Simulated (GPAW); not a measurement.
## BaTiO3 (P4mm): refractive index against wavelength

The refractive index of BaTiO3 (P4mm) along x below the direct gap (2.00 eV on the mesh) is read from one computed spectrum, n = √(Re ε). x, y and z are the Cartesian axes of the input cell.

Cell: a, b, c = 4.000, 4.000, 4.018 Å (primitive vectors), 5 atoms.

Method: GPAW 26.7.0, LDA, RPA, k-mesh 8×8×8, local fields up to 80 eV, Lorentzian half width 0.1 eV.

Launch of the response step: `OMP_NUM_THREADS=1 python df.py`. The run took 1.7 min, its band step included, on 1 thread of Intel(R) Xeon(R) 6975P-C (Granite Rapids) (shared host).

```
wavelength (nm)  photon energy E (eV)       n
           3000                 0.413  2.4750
           2000                 0.620  2.4855
           1550                 0.800  2.4985
           1310                 0.946  2.5122
           1064                 1.165       ?
```

In the single-oscillator model n² − 1 = E₀E_d/(E₀² − E²), so 1/(n² − 1) = E₀/E_d − E²/(E₀E_d) is linear in E².

Working, on the rows shown:

| x = E² (eV²) | y = 1/(n² − 1) |
| --- | --- |
| 0.170801 | 0.195098 |
| 0.384302 | 0.193136 |
| 0.639837 | 0.190749 |
| 0.895757 | 0.188283 |

Means: x̄ = 0.52267, ȳ = 0.19182. Σ(x − x̄)(y − ȳ) = -0.002781, Σ(x − x̄)² = 0.2959. Slope = -0.002781 / 0.2959 = -0.009398; intercept = ȳ − slope · x̄ = 0.19673. Turned back into n, the line misses the rows shown by at most 0.00018.

Question: What does the fit predict for the withheld row, and how well does it do?

Answer: At x = 1.3578 the line gives y = 0.18397, that is 2.5369. The run gave 2.5387, so the extrapolation is off by 0.0018, 3 % of the range in the table.

Refitted with all rows, the slope is -0.009643 and the intercept 0.19683. These give E₀ = √(intercept/−slope) = 4.52 eV and E_d = E₀/intercept = 23.0 eV; E₀ is 2.3 times the direct gap. The electronic limit at long wavelengths, without lattice vibrations, is n = √(1 + 1/intercept) = 2.466. The cell comes from an older database entry, whose edges can be off by a per cent or so. Excitons are left out; LDA gaps are as a rule too small. The values come from a sum over the points of one k-mesh and carry its error, which grows as the direct gap shrinks. This version of GPAW has incomplete matrix elements in the optical limit, which can lower ε − 1 by up to a tenth where first-row anions or d states rule. Spin-orbit coupling is left out.

[Logs are printed without paths, hosts, clocks, repeated set-up lines and the standing remarks that a program may print on its own settings, such as how far it seeks lower states.]
